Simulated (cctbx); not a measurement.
**Lattice, Laue class and space group of a new crystal**

Cell: a = 7.2900 Å, b = 4.5530 Å, c = 7.8000 Å, α = 90.00°, β = 90.00°, γ = 90.00°. Expected content of the cell: Pt4 Zr4 Ca4.

Simulated single-crystal data (cctbx): Mo Kα, λ = 0.71073 Å, to d = 0.77 Å, 95 % of the full sphere, strongest reflection 5000 counts, noise from counting, a 2 % proportional error and a noise floor of 8 counts (s.d.); no absorption.

Tests on the unmerged data give:

```text
2235 reflections to d = 0.771 A
centring   violations  <I/sigma> of those
    A        742 of  1134      9.4
    B        774 of  1146      9.5
    C        700 of  1100      9.4
    I        691 of  1097      8.1
    R        980 of  1489      9.5
    F       1108 of  1690      9.4
Laue class    unique    Rint  (classes that these axes allow; Friedel mates merged)
P -1             1172   0.039
P 1 2/m 1         664   0.047
P 1 1 2/m         636   0.048
P 2/m 1 1         637   0.048
P m m m           382   0.052
space group    extra absences  I>4sigma  <I/sigma>
P 2 2 2                 0          0         -  acentric
P 2 2 21                9          0       0.7  acentric
P 21 2 2               10          0      -0.8  acentric
P 2 21 2                6          0       0.6  acentric
P 21 21 2              16          0      -0.3  acentric
P 2 21 21              15          0       0.7  acentric
P 21 2 21              19          0      -0.1  acentric
P 21 21 21             25          0       0.1  acentric
P m m 2                 0          0         -  acentric
P 2 m m                 0          0         -  acentric
P m 2 m                 0          0         -  acentric
P 21 m a               82          0      -0.3  acentric
P m 2 a                82          0      -0.3  acentric
P n m 21               84          0       0.0  acentric
P n 21 m               84          0       0.0  acentric
P n 21 a              166          0      -0.1  acentric
P m m m                 0          0         -  centric
P m m a                82          0      -0.3  centric
P n m m :1             84          0       0.0  centric
P n m m :2             84          0       0.0  centric
P n m a               166          0      -0.1  centric
Wilson B = 0.77 A^2   <|E^2-1|> = 0.778 (0.968 centric, 0.736 acentric)   E^2>4: 1.2 %
shell (A)         n   <I/sigma>
 7.80 - 1.54     58     24.9
 1.54 - 1.22     53     25.7
 1.22 - 1.07     48     23.1
 1.07 - 0.97     44     19.0
 0.97 - 0.90     44     16.4
 0.90 - 0.85     51     19.1
 0.85 - 0.81     44     17.3
 0.81 - 0.77     40     17.3
```

**Question.** What are the lattice type, the Laue class and the likely space group?

Every centring test has many violations, so the lattice is primitive.

Rint stays low (0.039 to 0.052) up to P m m m, the highest class in these axes.

21 settings pass the absence test. The most absences obeyed, 166, belong to P n 21 a and P n m a, which absences can't tell apart.

⟨|E²−1|⟩ = 0.778 leans to a non-centrosymmetric structure. Here that hint misleads: the statistic assumes many like atoms on general positions, and few, heavy or special-position atoms break it. The Wilson B of 0.77 Å² means U ≈ 0.0098 Å².

The true group is Pnma (no. 62), Laue class mmm, centrosymmetric. The tables only narrow the choice to the tied entries; cell content, site symmetry and trial solutions must settle it.

The model is made up (kin elements in a known structure type, no relaxation), so it says nothing on whether the phase exists.

[Logs are printed without paths, hosts, clocks, repeated set-up lines and the standing remarks that a program may print on its own settings, such as how far it seeks lower states.]
